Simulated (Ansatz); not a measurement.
Rows from a G0W0 calculation on CsH (rocksalt (001) film, 3 layers) (Ansatz 0.2.0; G0W0 on LDA, plane waves, PAW; PAW set soft_1; 4×4×1 mesh, 351 empty bands, screening to 36 eV, PAW set soft_1 files), in eV. Spin-orbit coupling is left out.

| row | Σx | Σc | Vxc | Z |
| --- | --- | --- | --- | --- |
| A | -12.75 | 2.18 | -9.42 | 0.73 |
| B | -3.53 | -2.80 | -7.55 | 0.82 |
| C | -3.51 | -2.81 | -7.53 | 0.82 |
| D | -1.21 | -1.31 | -3.12 | 0.88 |
| E | -13.74 | 2.04 | -10.55 | 0.75 |
| F | -1.30 | -1.33 | -3.25 | 0.88 |

Which rows are filled states and which are empty ones, and how can one tell?

Filled: A and E. Empty: B, C, D and F. The sign of Σc tells: for a filled state bare exchange, which holds its interaction with itself, lies below Vxc (Σx − Vxc is -3.2 eV or lower here) and screening gives part back as a positive Σc. For an empty state Σx lies above Vxc (+1.9 eV or more) and the Coulomb hole leaves Σc negative.

[Runs of the session that timed out or met a known fault of the program may be left out.]

[Cells called generated may have been cut or substituted from an entry of the Crystallography Open Database or the Materials Project.]

[Hosts, paths, dates, database ids (printed as entryN), source tags and the programs' standing remarks are cut or masked in the printed files.]
